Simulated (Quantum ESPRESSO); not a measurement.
# SrO (Fm-3m): phonon frequency against volume, with a fit

By how much does an optical zone-centre mode of SrO (Fm-3m) shift under hydrostatic pressure?

Program: Quantum ESPRESSO 7.5. Level of theory: DFT PBE, scalar-relativistic, plane waves, GBRV ultrasoft pseudopotentials. Results are calculated unless marked as measured.

The database entry behind the starting cell differs from later determinations by our own check (about 0.5 % short), so it need not match the best structure at ambient conditions.

### 1. The relaxed structure

It takes space group Fm-3m (No. 225, cubic). Conventional cell: a = 5.196 Å, b = 5.196 Å, c = 5.196 Å, α = 90.00°, β = 90.00°, γ = 90.00°. Nearest to Sr lie 6 O at 2.60 Å. Nearest to O lie 6 Sr at 2.60 Å. Farther neighbours and most contacts between anions are not listed.

This is the cell after its relaxation at this level of theory, not the database cell from which that began.

### 2. Runs at several volumes

The relaxed cell is scaled uniformly; in this structure symmetry fixes all atoms, so nothing has to be relaxed anew. Each volume gets a ground state and a response at Γ. The mode followed is the highest one without the macroscopic field, of symmetry T1u; longitudinal polar modes lie higher. Cutoff 55 Ry, k mesh 8×8×8.

From the response at V/V₀ = 0.94:

Output:

```text
[banners, grids, parts of the stress and lines that vanish by symmetry left out]
Program PHONON v.7.5
     Reading xml data from directory:

[...]
Exchange-correlation= PBE
                           (   1   4   3   4   0   0   0)
[...]
kinetic-energy cut-off    =      55.0000  Ry
     charge density cut-off    =     440.0000  Ry
     convergence threshold     =      1.0E-18
[...]
Exchange-correlation= PBE
                           (   1   4   3   4   0   0   0)
[...]
q = (   0.0000000   0.0000000   0.0000000 )
     49 Sym.Ops. (with q -> -q+G )
     G cutoff = 1031.1649  (  34621 G-vectors)     FFT grid: ( 45, 45, 45)
     G cutoff =  515.5825  (  12195 G-vectors)  smooth grid: ( 36, 36, 36)
     number of k points=    29
[...]
Mode symmetry, O_h (m-3m)  point group:
[...]
Dielectric constant
[...]
End of electric fields calculation
          Dielectric constant in cartesian axis
          (       3.803114788       0.000000000       0.000000000 )
          (       0.000000000       3.803114788      -0.000000000 )
          (       0.000000000      -0.000000000       3.803114788 )
          Effective charges (d Force / dE) in cartesian axis without acoustic sum rule applied (asr)
           atom    1  Sr    Mean Z*:        2.46992
      Ex  (        2.46992        0.00000       -0.00000 )
      Ey  (        0.00000        2.46992       -0.00000 )
      Ez  (       -0.00000       -0.00000        2.46992 )
           atom    2  O     Mean Z*:       -2.46977
      Ex  (       -2.46977       -0.00000        0.00000 )
      Ey  (        0.00000       -2.46977        0.00000 )
      Ez  (       -0.00000        0.00000       -2.46977 )
          Effective charges Sum: Mean:        0.00014
[...]
Effective charges (d Force / dE) in cartesian axis with asr applied:
           atom    1  Sr    Mean Z*:        2.46985
[...]
atom    2  O     Mean Z*:       -2.46985
[...]
Representation #   1 modes #   1   2   3
[...]
End of self-consistent calculation
     Convergence has been achieved
     Representation #   2 modes #   4   5   6
[...]
End of self-consistent calculation
     Convergence has been achieved
[...]
Dielectric constant in cartesian axis
          (       3.803114788       0.000000000       0.000000000 )
          (       0.000000000       3.803114788      -0.000000000 )
          (       0.000000000      -0.000000000       3.803114788 )
          Effective charges (d Force / dE) in cartesian axis without acoustic sum rule applied (asr)
           atom    1  Sr    Mean Z*:        2.46992
      Ex  (        2.46992        0.00000       -0.00000 )
      Ey  (        0.00000        2.46992       -0.00000 )
      Ez  (       -0.00000       -0.00000        2.46992 )
           atom    2  O     Mean Z*:       -2.46977
      Ex  (       -2.46977       -0.00000        0.00000 )
      Ey  (        0.00000       -2.46977        0.00000 )
      Ez  (       -0.00000        0.00000       -2.46977 )
          Effective charges Sum: Mean:        0.00014
[...]
Effective charges (d Force / dE) in cartesian axis with asr applied:
           atom    1  Sr    Mean Z*:        2.46985
[...]
atom    2  O     Mean Z*:       -2.46985
[...]
q = (    0.000000000   0.000000000   0.000000000 )
[...]
freq (    1) =       0.034693 [THz] =       1.157240 [cm-1]
     freq (    2) =       0.034693 [THz] =       1.157240 [cm-1]
     freq (    3) =       0.034693 [THz] =       1.157240 [cm-1]
     freq (    4) =       6.792846 [THz] =     226.584961 [cm-1]
     freq (    5) =       6.792846 [THz] =     226.584961 [cm-1]
     freq (    6) =       6.792846 [THz] =     226.584961 [cm-1]
[...]
Mode symmetry, O_h (m-3m)  point group:
     freq (   1-   3) =          1.2  [cm-1]   --> T_1u G_15  G_4- I
     freq (   4-   6) =        226.6  [cm-1]   --> T_1u G_15  G_4- I

   JOB DONE.
```

One volume, V/V₀ = 0.97, is held back as a test.

| V/V₀ | volume (Å³/atom) | pressure (GPa) | ω (cm⁻¹) |
| --- | --- | --- | --- |
| 0.94 | 16.484 | 5.93 | 226.58 |
| 0.97 | 17.010 | 2.68 | held back |
| 1 | 17.536 | -0.08 | 189.94 |
| 1.03 | 18.062 | -2.42 | 171.88 |
| 1.06 | 18.588 | -4.40 | 153.76 |

### 3. The fit

The mode Grüneisen parameter is γ = −d ln ω / d ln V.

| ln(V/V₀) | ln ω |
| --- | --- |
| -0.0619 | 5.4231 |
| 0.0000 | 5.2467 |
| 0.0296 | 5.1468 |
| 0.0583 | 5.0354 |

A straight line through these points has the slope -3.191, so γ = 3.19; at V/V₀ = 0.97 it predicts ω = exp(5.2337 + 0.0972) = 206.63 cm⁻¹.

A parabola of pressure against ln V through V/V₀ = 0.97, 1 and 1.03 gives the bulk modulus B = −dP/d ln V = 85 GPa at V₀. With ω₀ from the fitted line the pressure coefficient follows as dω/dP = γ ω₀ / B = 3.19 × 187.5 / 85 = 7.06 cm⁻¹/GPa.

### 4. The run that was held back

Output:

```text
[banners, grids, parts of the stress and lines that vanish by symmetry left out]
[banner, memory and clock lines left out]
Program PHONON v.7.5

[...]
Exchange-correlation= PBE
                           (   1   4   3   4   0   0   0)
[...]
kinetic-energy cut-off    =      55.0000  Ry
     charge density cut-off    =     440.0000  Ry
     convergence threshold     =      1.0E-18
[...]
Exchange-correlation= PBE
                           (   1   4   3   4   0   0   0)
[...]
q = (   0.0000000   0.0000000   0.0000000 )
     49 Sym.Ops. (with q -> -q+G )
     G cutoff = 1052.9896  (  35749 G-vectors)     FFT grid: ( 45, 45, 45)
     G cutoff =  526.4948  (  12627 G-vectors)  smooth grid: ( 36, 36, 36)
     number of k points=    29
[...]
Mode symmetry, O_h (m-3m)  point group:
[...]
Dielectric constant
[...]
End of electric fields calculation
          Dielectric constant in cartesian axis
          (       3.788614475       0.000000000       0.000000000 )
          (       0.000000000       3.788614475      -0.000000000 )
          (      -0.000000000      -0.000000000       3.788614475 )
          Effective charges (d Force / dE) in cartesian axis without acoustic sum rule applied (asr)
           atom    1  Sr    Mean Z*:        2.45187
      Ex  (        2.45187        0.00000       -0.00000 )
      Ey  (        0.00000        2.45187        0.00000 )
      Ez  (       -0.00000        0.00000        2.45187 )
           atom    2  O     Mean Z*:       -2.45169
      Ex  (       -2.45169       -0.00000        0.00000 )
[...]
Representation #   1 modes #   1   2   3
[...]
End of self-consistent calculation
     Convergence has been achieved
     Representation #   2 modes #   4   5   6
[...]
End of self-consistent calculation
     Convergence has been achieved
[...]
Dielectric constant in cartesian axis
          (       3.788614475       0.000000000       0.000000000 )
          (       0.000000000       3.788614475      -0.000000000 )
          (      -0.000000000      -0.000000000       3.788614475 )
          Effective charges (d Force / dE) in cartesian axis without acoustic sum rule applied (asr)
           atom    1  Sr    Mean Z*:        2.45187
      Ex  (        2.45187        0.00000       -0.00000 )
      Ey  (        0.00000        2.45187        0.00000 )
      Ez  (       -0.00000        0.00000        2.45187 )
           atom    2  O     Mean Z*:       -2.45169
      Ex  (       -2.45169       -0.00000        0.00000 )
      Ey  (       -0.00000       -2.45169        0.00000 )
      Ez  (       -0.00000       -0.00000       -2.45169 )
          Effective charges Sum: Mean:        0.00018
[...]
Effective charges (d Force / dE) in cartesian axis with asr applied:
           atom    1  Sr    Mean Z*:        2.45178
[...]
atom    2  O     Mean Z*:       -2.45178
[...]
q = (    0.000000000   0.000000000   0.000000000 )
[...]
freq (    1) =       0.027137 [THz] =       0.905207 [cm-1]
     freq (    2) =       0.027137 [THz] =       0.905207 [cm-1]
     freq (    3) =       0.027137 [THz] =       0.905207 [cm-1]
     freq (    4) =       6.240757 [THz] =     208.169240 [cm-1]
     freq (    5) =       6.240757 [THz] =     208.169240 [cm-1]
     freq (    6) =       6.240757 [THz] =     208.169240 [cm-1]
[...]
Mode symmetry, O_h (m-3m)  point group:
     freq (   1-   3) =          0.9  [cm-1]   --> T_1u G_15  G_4- I
     freq (   4-   6) =        208.2  [cm-1]   --> T_1u G_15  G_4- I
```

It gives 208.17 cm⁻¹ against the predicted 206.63 cm⁻¹, a miss of 2 cm⁻¹.

### 5. What came out

```json
{
  "mode Grüneisen parameter": "3.191",
  "bulk modulus": "84.7 GPa",
  "pressure coefficient": "7.06 cm⁻¹/GPa"
}
```

What this shows: The highest optical mode of SrO (Fm-3m) without the LO-TO term stiffens by 7.06 cm⁻¹ a GPa near the relaxed volume, with γ = 3.19. The power law meets all 5 runs within 1.30 %; between neighbouring volumes γ runs from 2.70 to 3.88. Such a coefficient turns a measured shift of this mode into a hydrostatic stress; uniaxial or biaxial stress splits the mode and needs deformation potentials. These are harmonic values at zero temperature for the structure held cubic, which a run at Γ can't show to be stable; the bulk modulus rests on three points.

[Host names and launcher messages were left out of these logs when they were recorded.]

[Logs are printed without paths, hosts, clocks, repeated set-up lines and the standing remarks that a program may print on its own settings, such as how far it seeks lower states.]

[Hosts, paths, dates, database ids (printed as entryN), source tags and the programs' standing remarks are cut or masked in the printed files.]
